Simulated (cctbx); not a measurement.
**Accept or mend?**

Cell a = 9.8900 Å, b = 9.8900 Å, c = 9.8900 Å, α = 90.00°, β = 90.00°, γ = 90.00°; space group Im-3 (no. 204).

The data are simulated with cctbx, not measured: Mo Kα, λ = 0.71073 Å, to d = 0.7 Å, 95 % of the full sphere, strongest reflection 40000 counts, noise from counting, a 1.5 % proportional error and a noise floor of 2 counts (s.d.); no absorption.

An anisotropic refinement with weights 1/σ² prints:

```text
Rint 0.019, 288 unique reflections to 0.70 A
cycle     R1     wR2    GooF  max shift (A)
   1  0.0182  0.0469   5.725   0.00010
   2  0.0045  0.0110   1.338   0.00000
final R1 0.0045 wR2 0.0110 GooF 1.338  parameters 9  data/parameter 32.0
atom        x        y        z      Ueq    occ   su(xyz)  su(Uiso or U11)
Bi1    0.36220  0.14340  0.00000   0.0130  1.000  0.00001  0.0000
Ce1    0.25000  0.25000  0.25000   0.0204  1.000  0.00000  0.0001
V1     0.00000  0.00000  0.00000   0.0388  1.000  0.00000  0.0004
difference map: max 0.34 min -1.49 rms 0.10
Q1    0.0000  0.0000  0.1044   12    0.36  1.03 A from V1
Q2    0.0000  0.4205  0.3040   24    0.29  1.69 A from Bi1
Q3    0.0000  0.2026  0.1760   24    0.29  1.61 A from Bi1
Q4    0.0000  0.0000  0.3851   12    0.28  1.44 A from Bi1
Q5    0.0000  0.1487  0.5000   12    0.25  2.46 A from Bi1
Q6    0.0994  0.3893  0.2638   48    0.22  1.57 A from Bi1
```

**Question.** Can this result stand? If not, what is the likely fault?

Mend it. The fault: wrong element: V1 is Sc. Against the right model at the same level, R1 goes from 0.0034 to 0.0045 and GooF from 0.98 to 1.34 and a hole of -1.5 e/Å³ opens. V1 has 2 electrons too many and its U swells to shed them, as expected (near an absorption edge f′ can widen the mismatch well beyond the difference in Z). The signs are weak, and the output alone doesn't single this fault out.

The compound is Ce4ScBi12. The right model at the same level gives:

```text
Rint 0.019, 288 unique reflections to 0.70 A
cycle     R1     wR2    GooF  max shift (A)
   1  0.0169  0.0451   5.511   0.00011
   2  0.0034  0.0080   0.983   0.00000
final R1 0.0034 wR2 0.0080 GooF 0.983  parameters 9  data/parameter 32.0
atom        x        y        z      Ueq    occ   su(xyz)  su(Uiso or U11)
Bi1    0.36220  0.14340  0.00000   0.0130  1.000  0.00001  0.0000
Ce1    0.25000  0.25000  0.25000   0.0204  1.000  0.00000  0.0000
Sc1    0.00000  0.00000  0.00000   0.0331  1.000  0.00000  0.0003
difference map: max 0.28 min -0.29 rms 0.07
Q1    0.0000  0.2055  0.1780   24    0.29  1.59 A from Bi1
Q2    0.0000  0.0000  0.3855   12    0.26  1.44 A from Bi1
Q3    0.0000  0.4190  0.3030   24    0.26  1.68 A from Bi1
Q4    0.0000  0.0000  0.0949   12    0.25  0.94 A from Sc1
Q5    0.0000  0.1453  0.5000   12    0.22  2.44 A from Bi1
Q6    0.1240  0.2466  0.2351   48    0.22  1.26 A from Ce1
```

The model was made for the exercise: a known structure type with other elements put in, its volume estimated, not relaxed; displacement parameters are assumed.

[Middle refinement cycles are left out of these outputs.]

[Logs are printed without paths, hosts, clocks, repeated set-up lines and the standing remarks that a program may print on its own settings, such as how far it seeks lower states.]
